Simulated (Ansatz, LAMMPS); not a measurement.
# Structural relaxation of amorphous Si0.9Ge0.1 (94 atoms), part 3 of 3

Aim: bring amorphous Si0.9Ge0.1 (94 atoms) to a nearby minimum of the energy and see what moves.

Ansatz 0.2.0; Kohn-Sham DFT, PBE, PAW (set soft_2), plane waves.

The cell: 85 Si and 9 Ge. The quench rate of 3 K/ps is orders of magnitude faster than experiment. The network of bonds at the start is that of the classical potential that made the cell. Sampling is at Γ alone, for a cell whose shortest periodic width is 12 Å.

So far. Step 4 (Relaxation): The relaxation changed the energy by -77.8 meV/atom, and atoms moved by 0.26 Å r.m.s., 0.87 Å at most.

## 6. Single point at the relaxed geometry

The electronic structure is read at the final geometry, in a run of its own.

The input, input.yaml:

```yaml
crystal:
  lattice:
    - [12.4022, 0.0, 0.0]
    - [0.0, 12.4022, 0.0]
    - [0.0, 0.0, 12.4022]
  atoms:
    - { symbol: Si, position: [0.89265, 0.00892, 0.76131] }
    - { symbol: Si, position: [0.82474, 0.10043, 0.35046] }
    - { symbol: Si, position: [0.60215, 0.29784, 0.41354] }
    - { symbol: Si, position: [0.00514, 0.47627, 0.44166] }
    - { symbol: Si, position: [0.63656, 0.29895, 0.2261] }
    - { symbol: Si, position: [0.50281, 0.85485, 0.68409] }
    - { symbol: Si, position: [0.25428, 0.49477, 0.86159] }
    - { symbol: Si, position: [0.23, 0.10731, 0.07345] }
    - { symbol: Si, position: [0.72661, 0.55556, 0.36009] }
    - { symbol: Si, position: [0.48292, 0.7069, 0.21407] }
    - { symbol: Si, position: [0.67086, 0.16598, 0.64819] }
    - { symbol: Si, position: [0.12126, 0.71554, 0.31249] }
    - { symbol: Si, position: [0.36498, 0.1606, 0.19882] }
    - { symbol: Si, position: [0.92675, 0.95608, 0.43995] }
    - { symbol: Si, position: [0.95317, 0.51829, 0.81368] }
    - { symbol: Si, position: [0.78252, 0.41948, 0.24229] }
    - { symbol: Si, position: [0.17791, 0.19613, 0.72017] }
    - { symbol: Si, position: [0.42126, 0.42936, 0.79503] }
    - { symbol: Si, position: [0.39805, 0.86704, 0.16732] }
    - { symbol: Si, position: [0.10993, 0.43387, 0.7547] }
    - { symbol: Si, position: [0.944, 0.78819, 0.33916] }
    - { symbol: Si, position: [0.36931, 0.45121, 0.13114] }
    - { symbol: Si, position: [0.86936, 0.1388, 0.0368] }
    - { symbol: Si, position: [0.40004, 0.7187, 0.92252] }
    - { symbol: Si, position: [0.83658, 0.42572, 0.69412] }
    - { symbol: Si, position: [0.15084, 0.45789, 0.56625] }
    - { symbol: Si, position: [0.47255, 0.29462, 0.12617] }
    - { symbol: Si, position: [0.87998, 0.17582, 0.85217] }
    - { symbol: Si, position: [0.15026, 0.91, 0.64589] }
    - { symbol: Si, position: [0.61065, 0.47827, 0.48933] }
    - { symbol: Si, position: [0.07756, 0.54053, 0.09939] }
    - { symbol: Si, position: [0.21094, 0.96476, 0.9447] }
    - { symbol: Si, position: [0.325, 0.36711, 0.53405] }
    - { symbol: Si, position: [0.9575, 0.98021, 0.09768] }
    - { symbol: Si, position: [0.22792, 0.02249, 0.76738] }
    - { symbol: Si, position: [0.13749, 0.26145, 0.02145] }
    - { symbol: Si, position: [0.2406, 0.7416, 0.4503] }
    - { symbol: Si, position: [0.66242, 0.70889, 0.26489] }
    - { symbol: Si, position: [0.84102, 0.86962, 0.19297] }
    - { symbol: Si, position: [0.72872, 0.77869, 0.91421] }
    - { symbol: Si, position: [0.04166, 0.86758, 0.97514] }
    - { symbol: Si, position: [0.72351, 0.9892, 0.68562] }
    - { symbol: Si, position: [0.93703, 0.46448, 0.00124] }
    - { symbol: Si, position: [0.70768, 0.55438, 0.64935] }
    - { symbol: Si, position: [0.76289, 0.72392, 0.10107] }
    - { symbol: Si, position: [0.51172, 0.8531, 0.49176] }
    - { symbol: Si, position: [0.6901, 0.99677, 0.25201] }
    - { symbol: Si, position: [0.88718, 0.62941, 0.43253] }
    - { symbol: Si, position: [0.62642, 0.51256, 0.97928] }
    - { symbol: Si, position: [0.09596, 0.21815, 0.3846] }
    - { symbol: Si, position: [0.90401, 0.33674, 0.54086] }
    - { symbol: Si, position: [0.94836, 0.6961, 0.74459] }
    - { symbol: Si, position: [0.6585, 0.62125, 0.82334] }
    - { symbol: Si, position: [0.22162, 0.68107, 0.88128] }
    - { symbol: Si, position: [0.41029, 0.00929, 0.73381] }
    - { symbol: Si, position: [0.73827, 0.28765, 0.77806] }
    - { symbol: Si, position: [0.43314, 0.21124, 0.45806] }
    - { symbol: Si, position: [0.40145, 0.56257, 0.6565] }
    - { symbol: Si, position: [0.75763, 0.21659, 0.4865] }
    - { symbol: Si, position: [0.62389, 0.91363, 0.82607] }
    - { symbol: Si, position: [0.82752, 0.69414, 0.59796] }
    - { symbol: Si, position: [0.21307, 0.81453, 0.17853] }
    - { symbol: Si, position: [0.46752, 0.59564, 0.05895] }
    - { symbol: Si, position: [0.78625, 0.53272, 0.08441] }
    - { symbol: Si, position: [0.5491, 0.19575, 0.98446] }
    - { symbol: Si, position: [0.12897, 0.71445, 0.04144] }
    - { symbol: Si, position: [0.58626, 0.35283, 0.88081] }
    - { symbol: Si, position: [0.13311, 0.73588, 0.72175] }
    - { symbol: Si, position: [0.90125, 0.8421, 0.85301] }
    - { symbol: Si, position: [0.49563, 0.03002, 0.90207] }
    - { symbol: Si, position: [0.3021, 0.45938, 0.31213] }
    - { symbol: Si, position: [0.99838, 0.01465, 0.60872] }
    - { symbol: Si, position: [0.23799, 0.92864, 0.48104] }
    - { symbol: Si, position: [0.38675, 0.89758, 0.98208] }
    - { symbol: Si, position: [0.47493, 0.01504, 0.25285] }
    - { symbol: Si, position: [0.22718, 0.6285, 0.6045] }
    - { symbol: Si, position: [0.49109, 0.68795, 0.76305] }
    - { symbol: Si, position: [0.42873, 0.51918, 0.46949] }
    [... 10 atom lines left out ...]
    - { symbol: Ge, position: [0.05415, 0.2667, 0.84553] }
    - { symbol: Ge, position: [0.41065, 0.00862, 0.43385] }
    - { symbol: Ge, position: [0.96868, 0.2894, 0.09923] }
    - { symbol: Ge, position: [0.69102, 0.14322, 0.11351] }
    - { symbol: Ge, position: [0.10681, 0.02297, 0.37552] }
    - { symbol: Ge, position: [0.42149, 0.70097, 0.40037] }
kpoints:
  mp_grid: { grid: [1, 1, 1] }
hamiltonian:
  xc: pbe
scf:
  occupations: { method: gaussian, width: 0.025 }
output:
  forces: true
  stress: true
  populations: true
  dos:
    method: { smearing: { sigma: 0.15 } }
    de: 0.1
    projected: { site_lists: { Ge: [Ge], Si: [Si] } }
  eigenvalues: true
  write_density: true
  write_potential: true
  volumetric_format: npy
```

Run with:

```sh
> ansatz run input.yaml --threads 4 --pin off --max-ram 8192MiB --backend cpu --events-out ev --progress --plain --runs-dir out
```

Output:

```text
[...]
Crystal: 94 atoms, lattice volume = 1907.639 Å³
Basis set: ecut = 420 eV, 37385 PW (Γ), exchange–correlation on 180×180×180 points (8 copies of the dense FFT grid, shifted against one another)
Bands: 327, of which v1, the nominal top of the filled ones, is band 233 counted from 1 (232 counted from 0)
Symmetry: 1 space group operations
[...]
k-points: 1
[...]
SCF iter   1: F=—  HF=-92678.791757 eV  |F-HF|=—  |Δ(HF+E_count)|=         —  Δρ=3.67e-3  dr2=7.83e-1  ethr=1.77e-3  ⟨swp⟩=6.0  Hψ=1431  notcnv=0  defer=41
[...]
SCF iter  10: F=-92678.663826 eV  HF=-92678.663826 eV  |F-HF|=2.40e-8  |Δ(HF+E_count)|=   1.37e-7  Δρ=1.02e-6  dr2=5.41e-8  ethr=2.15e-11  ⟨swp⟩=21.0  Hψ=2990  notcnv=0
SCF 1 converged in 10 iterations: F = -92678.663826 eV  dr2 = 5.41e-8
[...]
SCF converged after 10 iterations
Free energy (F): -92678.663826 eV
[...]
Internal energy: -92678.663826 eV  (E = F + TS)
E sigma→0 (E₀):  -92678.663826 eV
Fermi energy:    6.631249 eV
[...]
--- Forces (eV/Å), atoms counted from 1 ---
  atom   1  Si    -0.00531651    -0.00176467    -0.00085149
  atom   2  Si    -0.00243678     0.00088645     0.01313220
  atom   3  Si     0.00015123     0.00699586     0.00285641
  atom   4  Si     0.00138090    -0.00835798    -0.00422476
  atom   5  Si    -0.00394621    -0.00032961    -0.00269411
  atom   6  Si     0.00557224    -0.00329060    -0.00209244
  atom   7  Si    -0.00134879    -0.00069814    -0.00514477
  atom   8  Si    -0.00345038    -0.00387885     0.00979948
  atom   9  Si    -0.00243310    -0.00456076     0.00864658
  atom  10  Si    -0.00425452    -0.00067358    -0.00068028
  atom  11  Si     0.00375164    -0.00364267    -0.00270567
  atom  12  Si    -0.00322899     0.00159738    -0.00338940
  atom  13  Si     0.00732052     0.00406892     0.00290107
  atom  14  Si    -0.00660398    -0.00403672    -0.00746841
[...]
atom  93  Ge     0.01496060     0.01357599     0.00703884
  atom  94  Ge     0.00269801     0.00620094    -0.00308330
  max |Σ_I F_I| component: 3.66e-5 eV/Å
--- Stress (GPa, compression-positive) ---
        1.522015       0.748929      -1.443691
        0.748929       0.107860       1.386507
       -1.443692       1.386507       2.228161
  P = ⅓ Tr σ = 1.2860 GPa (12.860 kbar)
--- Band table (eV) ---
[...]
--- Löwdin populations: 94 sites ---
  site symbol       q [e]
     0     Si      3.9970
     1     Si      3.9575
     2     Si      3.9271
[...]
93     Ge     14.0532
  spilling = 0.008628 (of n_electrons = 466.000000)
```

Run time: 27 s. Hardware: 4 threads of Arm Neoverse V2, shared host; peak memory 2.1 GiB; 1.7 min of CPU time.

The run gave:

```
free energy                                      : -92678.6638 eV
free energy per atom                             : -985.9432 eV/atom
SCF cycles                                       : 10
pressure                                         : 1.286 GPa
r.m.s. force component                           : 0.00588 eV/Å
longest force                                    : 0.0296 eV/Å
Fermi energy                                     : 6.631 eV
gap (highest filled to lowest empty level) : 0.3686 eV
spilling of the projection                       : 0.008628
```

Löwdin charges by element and coordination (they lack the spilled electrons, 0.043 e an atom on average):

```csv
element,coordination,atoms,mean charge (e),spread,least,most
Ge,all,9,-0.0232,0.0344,-0.0636,0.0592
Si,all,85,0.0498,0.0257,-0.036,0.126
Si,4,79,0.0485,0.0249,-0.036,0.126
Si,5,6,0.0663,0.0302,0.0059,0.103
```

Density of states as counts of states in windows of 1 eV (from the Fermi level), total and the larger projections:

```csv
from (eV),to (eV),total,Si p,Si s,Ge p
-14,-13,0.0,0.0,0.0,0.0
-13,-12,2.0,0.1,1.7,0.0
-12,-11,14.7,3.4,9.1,0.4
-11,-10,27.3,7.8,16.5,0.9
-10,-9,21.6,6.5,12.7,0.7
-9,-8,34.2,11.4,19.4,1.2
-8,-7,22.0,9.3,10.6,1.0
-7,-6,24.4,12.8,9.2,1.1
-6,-5,23.5,14.0,7.4,1.3
-5,-4,30.4,21.5,6.0,2.0
-4,-3,50.8,41.2,4.6,4.0
-3,-2,57.3,48.2,3.6,4.5
-2,-1,47.2,39.0,2.4,4.6
-1,0,20.6,16.0,1.4,2.4
0,1,22.0,13.0,5.0,1.6
1,2,48.0,28.1,10.0,2.6
2,3,51.4,29.8,8.1,3.1
```

Between -25 and -14 eV lie 90 more states.

The levels nearest the highest filled one (over half full), pooled over k-points and spins:

| level less the highest filled one (eV) | occupation |
| --- | --- |
| -0.548 | 2 |
| -0.434 | 2 |
| -0.374 | 2 |
| -0.266 | 2 |
| -0.0035 | 2 |
| 0 | 2 |
| 0.369 | 0 |
| 0.456 | 0 |
| 0.606 | 0 |
| 0.682 | 0 |
| 0.769 | 0 |
| 0.852 | 0 |

Valence density in the ac plane at fractional y = 0.009, with atoms of Si and Ge within 0.2 Å of it. It is the smooth field of the valence electrons, not physical close to the nuclei.

Values in e/Å³, 13 rows by 16 columns, each cell a mean:
```
 0  0  0  0  0  0  0  0  0  0  0  0  0  0  0  0
 0  0  0  0  0  0  0  0  0  0  0  0  0  0  0  0
 0  0  0  0  0  0  0  0  0  0  0  0  0  0  0  0
 0  0  0  0  0  0  0  0  0  0  0  0  0  0  0  0
 0  0  0  0  0  0  0  0  0  0  0  0  0  0  0  0
 0  0  0  0  0  0  0  0  0  0  0  0  0  0  0  0
 0  0  0  0  0  0  3  1  0  0  0  0  0  0  0  0
 0  6  3  0  0  1 15  3  0  0  0  0  0  0  0  0
 0  6  3  0  0  0  0  0  0  0  0  0  0  0  0  0
 0  1  1  0  0  0  0  0  0  0  0  0  0  0  0  0
 0  4  9  0  0  0  0  0  0  0  0  0  0  0  0  0
 0  0  1  0  0  0  0  0  0  0  0  0  0  0  0  0
 0  0  0  0  0  0  0  0  0  0  0  0  0  0  0  0
```
Columns run along a (12.4 Å), rows up along c (12.4 Å). Atoms in or near the plane, at fractional coordinates: Si at (0.89, 0.76), Si at (0.23, 0.77), Si at (0.69, 0.25), Si at (0.41, 0.73), Si at (0.00, 0.61), Si at (0.47, 0.25), Ge at (0.41, 0.43), Ge at (0.11, 0.38).

Electrostatic potential energy in the ac plane at fractional y = 0.009, with atoms of Si and Ge within 0.2 Å of it. With pseudopotentials it is smooth inside the atoms' cores, unlike the true potential.

Values in eV, 13 rows by 16 columns, each cell a mean:
```
  9   9  -3 -27  -3   8   5 -13 -16   6  10  10  10  10  10   9
 10  10   4  -5   3   9   5 -25 -29   3   7   9  10   8   7   9
  9  10   0 -32 -18   2 -13  -5   4   6   6   7   7 -11 -32  -5
  7   8   1 -25 -13  -7 -43 -23   7   9   0 -29 -13 -11 -32  -5
-28   2   6   6   8   7  -1   4   9   9   0 -27 -12   7   4 -22
-27   3   8   8   8   9   9   9  10  10   9   7   8   9   6 -21
  5   6   7   2   3   1 -15  -5   8  10  10  10   9   7  -3  -3
  0 -21 -15   4   6  -5 -31 -17   7  10  10  10   8   5 -10  -9
  1 -22 -16   6  10   8   0  -5   3   8   3   0   5   4   6   7
  8  -3  -6   6  10   9  -4 -42 -24   4 -28 -40  -1   8   9  10
  4 -22 -29  -1   9   9   5 -11  -2   7  -4 -10   6   9   6   1
 -7   0  -3   4   7   9  10   9  10  10   9   9  10   8 -11 -40
  4   9   6   2   6   8   8   9   9  10  10  10  10   9   2  -8
```
Columns run along a (12.4 Å; values clipped at the 3rd and 97th percentile), rows up along c (12.4 Å). Atoms in or near the plane, at fractional coordinates: Si at (0.89, 0.76), Si at (0.23, 0.77), Si at (0.69, 0.25), Si at (0.41, 0.73), Si at (0.00, 0.61), Si at (0.47, 0.25), Ge at (0.41, 0.43), Ge at (0.11, 0.38).

Mean Löwdin charges: Ge -0.02, Si +0.05 e (they miss 0.86 % of the electrons, so they add up to more than the cell's charge). Charges this small depend on the projection, at times even in sign. Within 0.4 eV of the Fermi level the largest share is Si p (69 % of the projected weight).

A closer look about Si47, which has 5 bonded neighbours where the commonest count for Si is 4: 18 atoms, nearest first, numbered in the order of the input, with positions taken from that point.

| atom | x | y | z | distance (Å) | bonds | Löwdin charge (e) |
| --- | --- | --- | --- | --- | --- | --- |
| Si47 | 0.00 | 0.00 | 0.00 | 0.00 | 5 | 0.07 |
| Si84 | -0.26 | -1.73 | 1.66 | 2.41 | 4 | 0.02 |
| Si2 | 1.67 | 1.29 | 1.22 | 2.44 | 4 | 0.04 |
| Ge92 | 0.01 | 1.82 | -1.72 | 2.50 | 4 | -0.02 |
| Si39 | 1.87 | -1.58 | -0.73 | 2.55 | 4 | 0.05 |
| Si75 | -2.67 | 0.23 | 0.01 | 2.68 | 4 | -0.04 |
| Si38 | -0.34 | -3.57 | 0.16 | 3.59 | 4 | 0.07 |
| Si14 | 2.93 | -0.50 | 2.33 | 3.78 | 5 | 0.01 |
| Si5 | -0.66 | 3.75 | -0.32 | 3.82 | 4 | 0.03 |
| Si34 | 3.32 | -0.21 | -1.91 | 3.83 | 4 | 0.02 |
| Si23 | 2.22 | 1.76 | -2.67 | 3.89 | 4 | 0.07 |
| Si45 | 0.90 | -3.38 | -1.87 | 3.97 | 4 | 0.01 |
| Si81 | 1.03 | -1.58 | 3.59 | 4.05 | 4 | 0.13 |
| Si59 | 0.84 | 2.73 | 2.91 | 4.07 | 4 | 0.03 |
| Si19 | -3.62 | -1.61 | -1.05 | 4.10 | 4 | 0.05 |
| Si46 | -2.21 | -1.78 | 2.97 | 4.11 | 4 | 0.06 |
| Ge90 | -3.47 | 0.15 | 2.26 | 4.14 | 4 | -0.04 |
| Si21 | 3.15 | -2.59 | 1.08 | 4.22 | 4 | 0.06 |

## 7. Another try, on a changed input

The input is spoilt on purpose; the run shows how that looks.

This step: Kohn-Sham DFT, PBE, PAW (set soft_2), localised support functions (medium) (Ansatz 0.2.0).

The input, input.yaml:

```yaml
crystal:
  lattice:
    - [12.4022, 0.0, 0.0]
    - [0.0, 12.4022, 0.0]
    - [0.0, 0.0, 12.4022]
  atoms:
    [... the 94 atom lines of step 3 ...]
kpoints:
  mp_grid: { grid: [1, 1, 1] }
hamiltonian:
  xc: pbe
scf:
  occupations: { method: gaussian, width: 0.025 }
  eigensolver: { kind: { support_functions: { accuracy: medium, radius: 1.5 } } }
  max_iter: 75
output:
  forces: true
```

Output:

```text
Warning: scf.eigensolver.kind.support_functions: disabling space-group detection — the functions' gradient is summed over unrotated k-points, so no spatial operation reduces the k-mesh or symmetrises the density; time reversal is kept, so that k and −k are solved as one point where they differ and the mesh holds both, and exact exchange and, on two spinor components, a DFT+U term hold to it where the run has them: [...]
settings of this run that can trade accuracy for cost: scf.eigensolver.kind.support_functions [...]
Engine: ansatz 0.2.0, aarch64-unknown-linux-gnu
Pseudopotentials: kind: paw
Pseudopotential: Si, paw, valence charge 4, recommended cutoff 420 eV (normal), Si.paw.azcp
Pseudopotential: Ge, paw, valence charge 14, recommended cutoff 420 eV (normal), Ge.paw.azcp
[... 5 lines on functional and potentials left out ...]
Error: SCF: the radius of support functions is under 3.87 Å, the least for these sites at the functions' level (scf.eigensolver.kind.support_functions.accuracy). Use scf.eigensolver.kind: auto, or type scf.eigensolver.kind.support_functions.radius at least as long, [...]
```

Elapsed: 1.3 s, on 4 threads; peak memory 0.34 GiB.

The program refuses radii under 3.87 Å for these atoms at this level.

## 8. Changed: basis.ecutwfc = "600 eV"

Changed here: basis.ecutwfc = "600 eV".

This step: Kohn-Sham DFT, PBE, PAW (set soft_2), plane waves (Ansatz 0.2.0).

input.yaml, the sections that differ from step 7:

```yaml
scf:
  occupations: { method: gaussian, width: 0.025 }
output:
  forces: true
  stress: true
  populations: true
  dos:
    method: { smearing: { sigma: 0.15 } }
    de: 0.1
    projected: { site_lists: { Ge: [Ge], Si: [Si] } }
  eigenvalues: true
basis:
  ecutwfc: "600 eV"
# crystal, kpoints, hamiltonian: as in step 7
```

Output:

```text
[...]
Crystal: 94 atoms, lattice volume = 1907.639 Å³
Basis set: ecut = 600 eV, 63581 PW (Γ), exchange–correlation on 200×200×200 points (8 copies of the dense FFT grid, shifted against one another)
Bands: 327, of which v1, the nominal top of the filled ones, is band 233 counted from 1 (232 counted from 0)
Symmetry: 1 space group operations
[...]
k-points: 1
[...]
SCF iter   1: F=—  HF=-92671.552057 eV  |F-HF|=—  |Δ(HF+E_count)|=         —  Δρ=4.11e-3  dr2=1.17e0  ethr=1.77e-3  ⟨swp⟩=6.0  Hψ=1435  notcnv=0  defer=47
[...]
SCF iter  10: F=-92671.378607 eV  HF=-92671.378606 eV  |F-HF|=2.66e-8  |Δ(HF+E_count)|=   3.27e-7  Δρ=7.51e-7  dr2=2.83e-8  ethr=2.15e-11  ⟨swp⟩=14.0  Hψ=1939  notcnv=0
SCF 1 converged in 10 iterations: F = -92671.378607 eV  dr2 = 2.83e-8
[...]
SCF converged after 10 iterations
Free energy (F): -92671.378607 eV
[...]
Internal energy: -92671.377838 eV  (E = F + TS)
E sigma→0 (E₀):  -92671.378222 eV
Entropy (-TS):   -0.000768 eV (-0.008 meV/atom)
Fermi energy:    6.568333 eV
[...]
--- Forces (eV/Å), atoms counted from 1 ---
  atom   1  Si    -1.18746442    -0.24874614    -0.10083324
  atom   2  Si    -0.61312030     0.52419123     0.19331045
  atom   3  Si    -0.48341519     0.76128762    -0.88352591
  atom   4  Si    -0.62832030     0.64528753     0.14879034
  atom   5  Si    -0.56014832     0.64581547     0.84266181
  atom   6  Si    -0.11010622     0.36999673     0.19702740
  atom   7  Si    -0.06457653    -0.13702562    -1.29541759
  atom   8  Si     0.62560292     0.54329056    -1.02558244
  atom   9  Si    -1.00363008     0.55019674     0.52786427
  atom  10  Si    -0.09337716     0.39719018    -0.74209612
  atom  11  Si    -0.19862036    -0.30115637    -0.13930226
  atom  12  Si    -1.38552736    -0.16665900    -0.07184128
  atom  13  Si    -0.59803437    -1.15044495     0.55172293
  atom  14  Si    -0.24546228    -0.48874027    -1.38850587
[...]
atom  93  Ge     1.45800792    -0.35253675    -0.10837589
  atom  94  Ge    -0.78873217    -0.45738391    -0.18147925
  max |Σ_I F_I| component: 2.62e-5 eV/Å
--- Stress (GPa, compression-positive) ---
        2.153250       0.172277      -1.706597
        0.172277      -0.036021       0.451087
       -1.706597       0.451087       2.682264
  P = ⅓ Tr σ = 1.5998 GPa (15.998 kbar)
--- Band table (eV) ---
[...]
--- Löwdin populations: 94 sites ---
  site symbol       q [e]
     0     Si      3.9598
     1     Si      3.9715
     2     Si      3.9471
[...]
93     Ge     14.0272
  spilling = 0.009047 (of n_electrons = 466.000000)
```

The job ended after 41 s (4 threads; peak memory 3.2 GiB).

Forces differ from those of the single point at the start by 0.073 meV/Å r.m.s., 0.011 % of their size; the energy by -0.30 meV/atom. It took 1.6 times the reference's time (shared host, so rough).

## 9. Summary of results

| Quantity | Value |
| --- | --- |
| energy change in the relaxation | -77.8 meV/atom |
| r.m.s. displacement | 0.262 Å |
| largest displacement | 0.873 Å |
| free energy per atom | -985.9432 eV/atom |
| pressure | 1.286 GPa |
| r.m.s. force component | 0.00588 eV/Å |
| gap (highest filled to lowest empty level) | 0.3686 eV |
| wall time of the 4 DFT runs | 3.6 min |

What this shows: Relaxation lowers the energy by 77.8 meV/atom and moves atoms by 0.26 Å r.m.s.; the r.m.s. force component goes from 0.67 to 0.0059 eV/Å, the pressure goes from 1.6 to 1.3 GPa. By the final cutoffs 2 of 191 bonded pairs parted and 2 joined. From the first step to the last the energy fell by 7.313 eV, and the largest move was 0.87 Å (Si60). The Si-Si bonds go from 2.392 Å (spread 0.107) to 2.382 Å (spread 0.071). Counting bonds as in the table, all Ge atoms have 4 and 93 % of Si atoms have 4 bonded neighbours. Between filled and empty levels lie 0.369 eV (at Γ alone); a semilocal functional tends to put such gaps too low. In a disordered cell it changes from sample to sample, and tail or defect levels can set it.

**Limits.** The network of bonds at the start is that of the classical potential that made the cell; in DFT 2 of its 191 bonded pairs passed out of the cutoffs and 2 came within them.

[Long decimals in the printed logs are rounded to 6 places.]

[Logs are printed without paths, hosts, clocks, repeated set-up lines and the standing remarks that a program may print on its own settings, such as how far it seeks lower states.]

[Hosts, paths, dates, database ids (printed as entryN), source tags and the programs' standing remarks are cut or masked in the printed files.]

[A walk said to have stopped at its limit may instead have ended on an SCF cycle that didn't converge.]
